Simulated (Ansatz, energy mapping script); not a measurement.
# Spin model of CrO2 from collinear orders, part 2 of 2

How strongly do the moments of CrO2 couple under PBE+U+V (3.5 eV)? The plan is to run several orders and fit a Heisenberg model.

PBE with U = 3.5 eV on Cr d and V = 0.5 eV between Cr d and O p, ortho-atomic projectors; plane waves, U on orthogonalised atomic orbitals unless named otherwise, collinear spin, no spin–orbit coupling.

So far. Step 7 (Order 5: compensated +−, cell B of 6 atoms): The run ends antiferromagnetic, 239.32 meV a magnetic atom above the parallel order of its cell, a difference that unlike orbital or electronic states can set, not exchange alone (energies taken at zero occupation width, not the printed F). Step 8 (Order 6: parallel, cell C of 12 atoms): The run ends ferromagnetic.

### Step 9. Run 7 (compensated +−+−; cell C, 12 atoms)

This order reverses 2 of the 2 neighbours at 2.92 Å, 4 of the 8 neighbours at 3.45 Å and 4 of the 4 neighbours at 4.42 Å, counted for an average magnetic atom.

input.yaml reads:

```yaml
crystal:
  lattice:
    - [0.0, -4.421, -2.917]
    - [0.0, 4.421, -2.917]
    - [4.421, 0.0, 2.917]
  atoms:
    - { symbol: Cr, position: [0.5, 0.5, 0.0], spin: 3.0 }
    - { symbol: Cr, position: [0.0, 0.0, 0.0], spin: -3.0 }
    - { symbol: Cr, position: [0.25, 0.75, 0.5], spin: 3.0 }
    - { symbol: Cr, position: [0.75, 0.25, 0.5], spin: -3.0 }
    - { symbol: O, position: [0.5, 0.801, 0.301] }
    - { symbol: O, position: [0.0, 0.301, 0.301] }
    - { symbol: O, position: [0.949, 0.75, 0.199] }
    - { symbol: O, position: [0.449, 0.25, 0.199] }
    - { symbol: O, position: [0.5, 0.199, 0.699] }
    - { symbol: O, position: [0.0, 0.699, 0.699] }
    - { symbol: O, position: [0.551, 0.75, 0.801] }
    - { symbol: O, position: [0.051, 0.25, 0.801] }
magnetization:
  spin_polarized: true
kpoints:
  mp_grid: { grid: [9, 9, 9] }
hamiltonian:
  xc: pbe
  hubbard:
    sites:
      - { species: Cr, l: d, u_eff: 3.5 }
      - { species: O, l: p, u_eff: 0.0 }
      - { site: 0, l: d, u_eff: 3.5, starting_ns: [{ spin: up, occupation_matrix: cr1_major }, { spin: down, occupation_matrix: cr1_minor }] }
      - { site: 1, l: d, u_eff: 3.5, starting_ns: [{ spin: up, occupation_matrix: cr1_minor }, { spin: down, occupation_matrix: cr1_major }] }
      - { site: 2, l: d, u_eff: 3.5, starting_ns: [{ spin: up, occupation_matrix: cr2_major }, { spin: down, occupation_matrix: cr2_minor }] }
      - { site: 3, l: d, u_eff: 3.5, starting_ns: [{ spin: up, occupation_matrix: cr2_minor }, { spin: down, occupation_matrix: cr2_major }] }
    v: [{ species: [Cr, O], l: [d, p], v: 0.5, r_cut: 2.641 }]
    projectors: ortho-atomic
    occupation_matrices:
      cr1_major:
        matrix:
          - [0.807, 0.0, 0.0, 0.0, 0.257]
          - [0.0, 0.64, 0.247, 0.0, 0.0]
          - [0.0, 0.247, 0.64, 0.0, 0.0]
          - [0.0, 0.0, 0.0, 0.648, 0.0]
          - [0.257, 0.0, 0.0, 0.0, 0.596]
      cr1_minor:
        matrix:
          - [0.152, 0.0, 0.0, 0.0, -0.093]
          - [0.0, 0.212, -0.085, 0.0, 0.0]
          - [0.0, -0.085, 0.212, 0.0, 0.0]
          - [0.0, 0.0, 0.0, 0.145, 0.0]
          - [-0.093, 0.0, 0.0, 0.0, 0.24]
      cr2_major:
        matrix:
          - [0.807, 0.0, 0.0, 0.0, -0.257]
          - [0.0, 0.64, -0.247, 0.0, 0.0]
          - [0.0, -0.247, 0.64, 0.0, 0.0]
          - [0.0, 0.0, 0.0, 0.648, 0.0]
          - [-0.257, 0.0, 0.0, 0.0, 0.596]
      cr2_minor:
        matrix:
          - [0.152, 0.0, 0.0, 0.0, 0.093]
          - [0.0, 0.212, 0.085, 0.0, 0.0]
          - [0.0, 0.085, 0.212, 0.0, 0.0]
          - [0.0, 0.0, 0.0, 0.145, 0.0]
          - [0.093, 0.0, 0.0, 0.0, 0.24]
scf:
  occupations: { method: fermi_dirac, width: 0.05 }
output:
  eigenvalues: true
```

Run with:

```console
ansatz run input.yaml --threads 4 --pin off --max-ram 14336MiB --backend cpu --events-out ev --progress --plain --runs-dir out
```

Run time: 75 s. Hardware: 4 threads of Arm Neoverse V1, shared host; peak memory 1.2 GiB; 5 min of CPU time.

The run ends antiferromagnetic, 170.53 meV a magnetic atom above the parallel order of its cell, a difference that unlike orbital or electronic states can set, not exchange alone.

### Step 10. Run 8 (uncompensated +++−; cell C, 12 atoms)

This order reverses 1 of the 2 neighbours at 2.92 Å, 4 of the 8 neighbours at 3.45 Å and 2 of the 4 neighbours at 4.42 Å, counted for an average magnetic atom.

input.yaml, as its differences from that of step 9:

```diff
@@ -7,3 +7,3 @@
     - { symbol: Cr, position: [0.5, 0.5, 0.0], spin: 3.0 }
-    - { symbol: Cr, position: [0.0, 0.0, 0.0], spin: -3.0 }
+    - { symbol: Cr, position: [0.0, 0.0, 0.0], spin: 3.0 }
     - { symbol: Cr, position: [0.25, 0.75, 0.5], spin: 3.0 }
@@ -29,3 +29,3 @@
       - { site: 0, l: d, u_eff: 3.5, starting_ns: [{ spin: up, occupation_matrix: cr1_major }, { spin: down, occupation_matrix: cr1_minor }] }
-      - { site: 1, l: d, u_eff: 3.5, starting_ns: [{ spin: up, occupation_matrix: cr1_minor }, { spin: down, occupation_matrix: cr1_major }] }
+      - { site: 1, l: d, u_eff: 3.5, starting_ns: [{ spin: up, occupation_matrix: cr1_major }, { spin: down, occupation_matrix: cr1_minor }] }
       - { site: 2, l: d, u_eff: 3.5, starting_ns: [{ spin: up, occupation_matrix: cr2_major }, { spin: down, occupation_matrix: cr2_minor }] }
```

It took 2.4 min on 4 threads; peak memory 2 GiB.

The run ends ferrimagnetic, 138.06 meV a magnetic atom above the parallel order of its cell, a difference that unlike orbital or electronic states can set, not exchange alone (energies taken at zero occupation width, not the printed F).

### Step 11. The fit

Each energy difference is a sum of couplings weighted by the pairs that the order reverses. A few near shells are fitted to the differences by least squares. Energies are those extrapolated to zero occupation width, not the free energies F.

Energies from the parallel order of the same cell:

```
                       order  atoms  energy (meV a magnetic atom)  moments (μB)  moments kept as typed  opposed neighbours at 2.92, 3.45, 4.42 Å
          parallel in cell A     12                          0.00          1.92                    yes                                   0, 0, 0
  compensated +−+− in cell A     12                        180.23          1.73                    yes                                   2, 4, 0
uncompensated +++− in cell A     12                        134.13  1.53 to 1.91                    yes                                   1, 4, 0
          parallel in cell B      6                          0.00          1.92                    yes                                   0, 0, 0
    compensated +− in cell B      6                        239.32          1.65                    yes                                   0, 8, 0
          parallel in cell C     12                          0.00          1.93                    yes                                   0, 0, 0
  compensated +−+− in cell C     12                        170.53          1.74                    yes                                   2, 4, 4
uncompensated +++− in cell C     12                        138.06  1.54 to 1.90                    yes                                   1, 4, 2
```

Fitted to E = −Σ J e·e over ordered pairs of unit vectors (J > 0 favours parallel moments):

```
 pair  distance (Å)  neighbours  J (meV)
Cr–Cr          2.92           2     14.2
Cr–Cr          3.45           8     14.7
Cr–Cr          4.42           4   -0.773
```

### Step 12. Results

```yaml
couplings: not to be trusted
```

In words: Between the runs the occupations of the corrected shell change by more than 0.2 electrons in one orbital, or the parallel runs differ in their moments. Whether a run was caught in another orbital state or the shell answers to the reversal itself, the energy differences hold more than the exchange of fixed moments, so a Heisenberg reading is in doubt.

[Logs and program files are shortened in this print: banners, set-up blocks, solver, clock and traceback lines can be left out without a mark of their own.]

[Logs are printed without paths, hosts, clocks, repeated set-up lines and the standing remarks that a program may print on its own settings, such as how far it seeks lower states.]

[Hosts, paths, dates, database ids (printed as entryN), source tags and the programs' standing remarks are cut or masked in the printed files.]

[Where a cell is said to come from a database of computed structures, the database is the Materials Project.]
